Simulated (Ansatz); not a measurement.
## How the smearing shapes the phonons of MgRh (Pm-3m)

Aim: see how the phonons of MgRh (Pm-3m) along the first symmetry line respond to the electronic smearing.

Program: Ansatz 0.2.0. Level of theory: DFT PBEsol, scalar-relativistic, plane waves, PAW. Results are calculated unless marked as measured.

This is a report of a sequence of runs, with most program output left out.

**1. Starting point**

It takes space group Pm-3m (No. 221, cubic). The conventional cell has a = 3.099 Å, b = 3.099 Å, c = 3.099 Å, α = 90.00°, β = 90.00°, γ = 90.00°. Mg has 8 Rh at 2.68 Å nearest. Nearest to Rh lie 8 Mg at 2.68 Å. Farther neighbours are not listed.

As a file:

```cif
data_structure
_symmetry_space_group_name_H-M 'Pm-3m'
_symmetry_Int_Tables_number 221
_cell_length_a 3.0992
_cell_length_b 3.0992
_cell_length_c 3.0992
_cell_angle_alpha 90.000
_cell_angle_beta 90.000
_cell_angle_gamma 90.000
_cell_volume 29.77
loop_
_atom_site_label
_atom_site_type_symbol
_atom_site_symmetry_multiplicity
_atom_site_Wyckoff_symbol
_atom_site_fract_x
_atom_site_fract_y
_atom_site_fract_z
_atom_site_occupancy
Mg1 Mg 1 a 0.00000 0.00000 0.00000 1
Rh1 Rh 1 b 0.50000 0.50000 0.50000 1
```

**2. Relaxation**

Lattice constant and positions set the bands and the force constants, so the cell is relaxed first.

Contents of input.yaml:

```yaml
crystal:
  lattice:
    - [3.0992, 0.0, 0.0]
    - [0.0, 3.0992, 0.0]
    - [0.0, 0.0, 3.0992]
  atoms:
    - { symbol: Mg, position: [0.0, 0.0, 0.0] }
    - { symbol: Rh, position: [0.5, 0.5, 0.5] }
kpoints:
  mp_grid: { grid: [10, 10, 10] }
hamiltonian:
  xc: pbesol
scf:
  occupations: { method: gaussian, width: 0.1 }
output:
  forces: true
  stress: true
  eigenvalues: true
relax:
  adjacent_minimum: "off"
  f_tol: 0.005
  max_steps: 80
  cell: { stress_tol: 0.05 }
```

Launch:

```
> ansatz run input.yaml --threads 4 --pin off --max-ram 8192MiB --backend cpu --events-out ev --progress --plain --runs-dir out
```

Run time: 2.5 s. Hardware: 4 threads of Arm Neoverse V1, shared host; peak memory 0.32 GiB.

The steps of the relaxation:

```csv
step,energy less that of the first step (eV),largest force component (eV/Å),pressure (GPa),volume (Å³)
1,0.0000,0.0000,-1.93,29.77
2,-0.0029,0.0000,0.32,29.23
3,-0.0029,0.0000,-0.01,29.31
4,-0.0028,0.0000,-0.01,29.31
```

The log counts 1 steps on a newly chosen plane-wave basis, not all of them marked here; energy and pressure can jump at such steps.

```
conventional cell, symmetrised  before  after  change
                         a (Å)   3.099  3.083  -0.5 %
                         b (Å)   3.099  3.083  -0.5 %
                         c (Å)   3.099  3.083  -0.5 %
              volume (Å³/atom)   14.88  14.65  -1.5 %
```

Final coordinates:

```cif
data_structure
_symmetry_space_group_name_H-M 'P 1'
_symmetry_Int_Tables_number 1
_cell_length_a 3.0831
_cell_length_b 3.0831
_cell_length_c 3.0831
_cell_angle_alpha 90.000
_cell_angle_beta 90.000
_cell_angle_gamma 90.000
_cell_volume 29.31
loop_
_atom_site_label
_atom_site_type_symbol
_atom_site_fract_x
_atom_site_fract_y
_atom_site_fract_z
_atom_site_occupancy
Mg1 Mg 0.00000 0.00000 0.00000 1
Rh2 Rh 0.50000 0.50000 0.50000 1
```

Numbers from this step:

```
pressure          : -0.005555 GPa
volume per atom   : 14.65 Å³
metallic on mesh  : yes
gap on the k-mesh : 0 eV
```

The largest force is now zero by symmetry and the largest stress component 0.0056 GPa, small enough for phonons.

**3. Wavevectors along a line: Fermi–Dirac smearing of 0.1 eV**

The smearing blurs the Fermi surface that screens the phonons; a Fermi–Dirac width is an electronic temperature.

Contents of input.yaml:

```yaml
crystal:
  lattice:
    - [3.0831309434, 0.0, 0.0]
    - [0.0, 3.0831309434, 0.0]
    - [0.0, 0.0, 3.0831309434]
  atoms:
    - { symbol: Mg, position: [0.0, 0.0, 0.0] }
    - { symbol: Rh, position: [0.5, 0.5, 0.5] }
kpoints:
  mp_grid: { grid: [16, 16, 16] }
hamiltonian:
  xc: pbesol
scf:
  occupations: { method: fermi_dirac, width: 0.1 }
output:
  eigenvalues: true
phonons:
  method: dfpt
  qpoints:
    - [0, 0, 0]
    - [0.0, 0.0625, 0.0]
    - [0.0, 0.1875, 0.0]
    - [0.0, 0.3125, 0.0]
    - [0.0, 0.4375, 0.0]
```

The job ended after 3.5 min (4 threads; peak memory 1.8 GiB; 14 min of CPU time).

Each wavevector solved by linear response. Frequency against |q| along the line:

```csv
|q| along the line (Å⁻¹),mode 1 = mode 2 (cm⁻¹),mode 3 (cm⁻¹),mode 4 = mode 5 (cm⁻¹),mode 6 (cm⁻¹)
0.000,0,0,286,286
0.127,22.8,33.4,285,287
0.382,66.9,88.0,280,296
0.637,106,122,270,313
0.892,134,139,260,326
```

**4. Wavevectors along a line: Fermi–Dirac smearing of 0.25 eV**

Each wavevector is solved by itself, so no interpolation smooths a dip of the branch.

input.yaml: that of step 3 with these lines changed.

```diff
@@ -13,3 +13,3 @@
 scf:
-  occupations: { method: fermi_dirac, width: 0.1 }
+  occupations: { method: fermi_dirac, width: 0.25 }
 output:
```

Wider smearing eases the sum over k-points of a metal but moves the result away from its zero-temperature value.

It took 3.6 min on 4 threads; peak memory 1.8 GiB; 14 min of CPU time.

Each wavevector solved by linear response. The frequency by |q| along the line:

```
|q| along the line (Å⁻¹)  mode 1 = mode 2 (cm⁻¹)  mode 3 (cm⁻¹)  mode 4 = mode 5 (cm⁻¹)  mode 6 (cm⁻¹)
                   0.000                       0              0                     288            288
                   0.127                    23.1           33.0                     287            289
                   0.382                    68.1           87.4                     281            297
                   0.637                     108            121                     271            313
                   0.892                     136            137                     261            326
```

Against step 3 (now smearing width 0.25 eV), the free energy moves by -59.6 meV an atom.

**5. Phonons along a line: Fermi–Dirac smearing of 0.04 eV**

input.yaml: that of step 4 with these lines changed.

```diff
@@ -13,3 +13,3 @@
 scf:
-  occupations: { method: fermi_dirac, width: 0.25 }
+  occupations: { method: fermi_dirac, width: 0.04 }
 output:
```

Narrower smearing comes nearer the zero-temperature value but asks more of the mesh.

Elapsed: 3.5 min, on 4 threads; peak memory 1.7 GiB.

Each wavevector solved by linear response. The frequency by |q| along the line:

| \|q\| along the line (Å⁻¹) | mode 1 = mode 2 (cm⁻¹) | mode 3 (cm⁻¹) | mode 4 = mode 5 (cm⁻¹) | mode 6 (cm⁻¹) |
| --- | --- | --- | --- | --- |
| 0.000 | 0 | 0 | 285 | 285 |
| 0.127 | 22.7 | 33.7 | 285 | 286 |
| 0.382 | 66.5 | 88.9 | 279 | 296 |
| 0.637 | 105 | 123 | 269 | 313 |
| 0.892 | 133 | 140 | 260 | 328 |

Against step 3 (now smearing width 0.04 eV), the free energy moves by +9.5 meV an atom.

**6. Phonons along a line: Methfessel–Paxton smearing of 0.2 eV**

The smearing blurs the Fermi surface that screens the phonons; a Methfessel–Paxton width blurs it less than a thermal one.

input.yaml: that of step 5 with these lines changed.

```diff
@@ -13,3 +13,3 @@
 scf:
-  occupations: { method: fermi_dirac, width: 0.04 }
+  occupations: { method: methfessel_paxton, width: 0.2 }
 output:
```

It took 3.5 min on 4 threads; peak memory 1.7 GiB.

Each wavevector solved by linear response. Frequency against |q| along the line:

```csv
|q| along the line (Å⁻¹),mode 1 = mode 2 (cm⁻¹),mode 3 (cm⁻¹),mode 4 = mode 5 (cm⁻¹),mode 6 (cm⁻¹)
0.000,0,0,285,285
0.127,22.7,33.6,285,286
0.382,66.3,88.8,279,296
0.637,105,123,269,313
0.892,133,140,260,326
```

Against step 3 (now occupations Methfessel-Paxton and smearing width 0.2 eV), the free energy moves by +11.6 meV an atom.

**7. Smearing and the soft branch**

Table of lowest frequency by |q| along the line:

| \|q\| along the line (Å⁻¹) | fermi dirac 0.1 eV, k 16x16x16 (cm⁻¹) | fermi dirac 0.25 eV, k 16x16x16 (cm⁻¹) | fermi dirac 0.04 eV, k 16x16x16 (cm⁻¹) | methfessel paxton 0.2 eV, k 16x16x16 (cm⁻¹) |
| --- | --- | --- | --- | --- |
| 0.000 | 0 | 0 | 0 | 0 |
| 0.127 | 22.8 | 23.1 | 22.7 | 22.7 |
| 0.382 | 66.9 | 68.1 | 66.5 | 66.3 |
| 0.637 | 106 | 108 | 105 | 105 |
| 0.892 | 134 | 136 | 133 | 133 |

**8. Summary of results**

```json
{
  "phonon run of the rows without a label of their own": "PBEsol, k 16×16×16",
  "lowest branch at the last solved point, Fermi–Dirac 0.1 eV": "134 cm⁻¹ at |q| = 0.892 Å⁻¹",
  "lowest branch at the last solved point, Fermi–Dirac 0.25 eV": "136 cm⁻¹ at |q| = 0.892 Å⁻¹",
  "lowest branch at the last solved point, Fermi–Dirac 0.04 eV": "133 cm⁻¹ at |q| = 0.892 Å⁻¹",
  "lowest branch at the last solved point, Methfessel–Paxton 0.2 eV": "133 cm⁻¹ at |q| = 0.892 Å⁻¹"
}
```

What this shows: No branch softens by more than 4 % of the top frequency as the smearing narrows, so no anomaly that hangs on the smearing shows at these points. The line holds 5 wavevectors, so a narrow dip between them would be missed. Between Fermi–Dirac 0.25 eV and Fermi–Dirac 0.04 eV the largest change, with modes counted by rank of frequency, is in mode 1 at |q| = 0.637 Å⁻¹, from 108 to 105 cm⁻¹; the branches hardly feel the smearing. Where branches cross, a count by rank can hide a softening. At the narrowest width the k mesh may not resolve the Fermi surface, so part of the change can be mesh noise.

[Logs are printed without paths, hosts, clocks, repeated set-up lines and the standing remarks that a program may print on its own settings, such as how far it seeks lower states.]

[Hosts, paths, dates, database ids (printed as entryN), source tags and the programs' standing remarks are cut or masked in the printed files.]
